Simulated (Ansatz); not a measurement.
Planning a GW calculation on ZnSnN2 (Pna2_1).

```
Zn Sn N
1.0
     5.85427    0.00000    0.00000
     0.00000    6.73745    0.00000
     0.00000    0.00000    5.48058
Zn Sn N
4 4 8
Direct
  0.58306 0.87495 0.99881
  0.41694 0.12505 0.49881
  0.91694 0.37495 0.49881
  0.08306 0.62505 0.99881
  0.58840 0.37506 0.99927
  0.41160 0.62494 0.49927
  0.91160 0.87506 0.49927
  0.08840 0.12494 0.99927
  0.58240 0.37437 0.37835
  0.41760 0.62563 0.87835
  0.91760 0.87437 0.87835
  0.08240 0.12563 0.37835
  0.57972 0.87579 0.37356
  0.42028 0.12421 0.87356
  0.92028 0.37579 0.87356
  0.07972 0.62421 0.37356
```

The cell and positions are those that the Materials Project relaxed with its own functionals (PBE, PBE+U or r2SCAN), kept fixed.

Runs so far (Ansatz 0.2.0, start PBE, PAW set soft_1 files, 2×2×2 mesh). Times are wall times on 1 × NVIDIA H100 80GB HBM3 (shared by 6 runs) with 2 threads of AMD EPYC 7R13 (Zen 3), shared host, good to a factor of about two.

```tsv
bands summed	cutoff (eV)	gap on the mesh (eV)	time
245	50	0.638	12 s
562	100	0.679	19 s
973	150	0.709	28 s
```

Question: What should the next rung give, with 1673 bands and screening to 220 eV, and where is the limit?

The error falls about as one over the bands when the cutoff rises with them. A line through the two highest rungs given predicts 0.725 eV; the run gave 0.718 eV, close to it. The two highest rungs put the limit near 0.731 eV, the pair below near 0.749 eV; their difference is a rough measure of what is unsettled in bands and cutoff; the mesh is a separate error.

Gaps are over the mesh's points; an edge off the mesh would be missed. Limits: not at the basis limit; screening runs away on this mesh; d shell near the gap, gap tends to lie low; no spin-orbit coupling; coarse k mesh.

[Paths, hosts, dates, memory and timing lines, banners, echoed tables and standing remarks are left out of the program output.]

[Logs are printed without paths, hosts, clocks, repeated set-up lines and the standing remarks that a program may print on its own settings, such as how far it seeks lower states.]

[Runs of the session that timed out or met a known fault of the program may be left out.]

[Cells called generated may have been cut or substituted from an entry of the Crystallography Open Database or the Materials Project.]

[Hosts, paths, dates, database ids (printed as entryN), source tags and the programs' standing remarks are cut or masked in the printed files.]
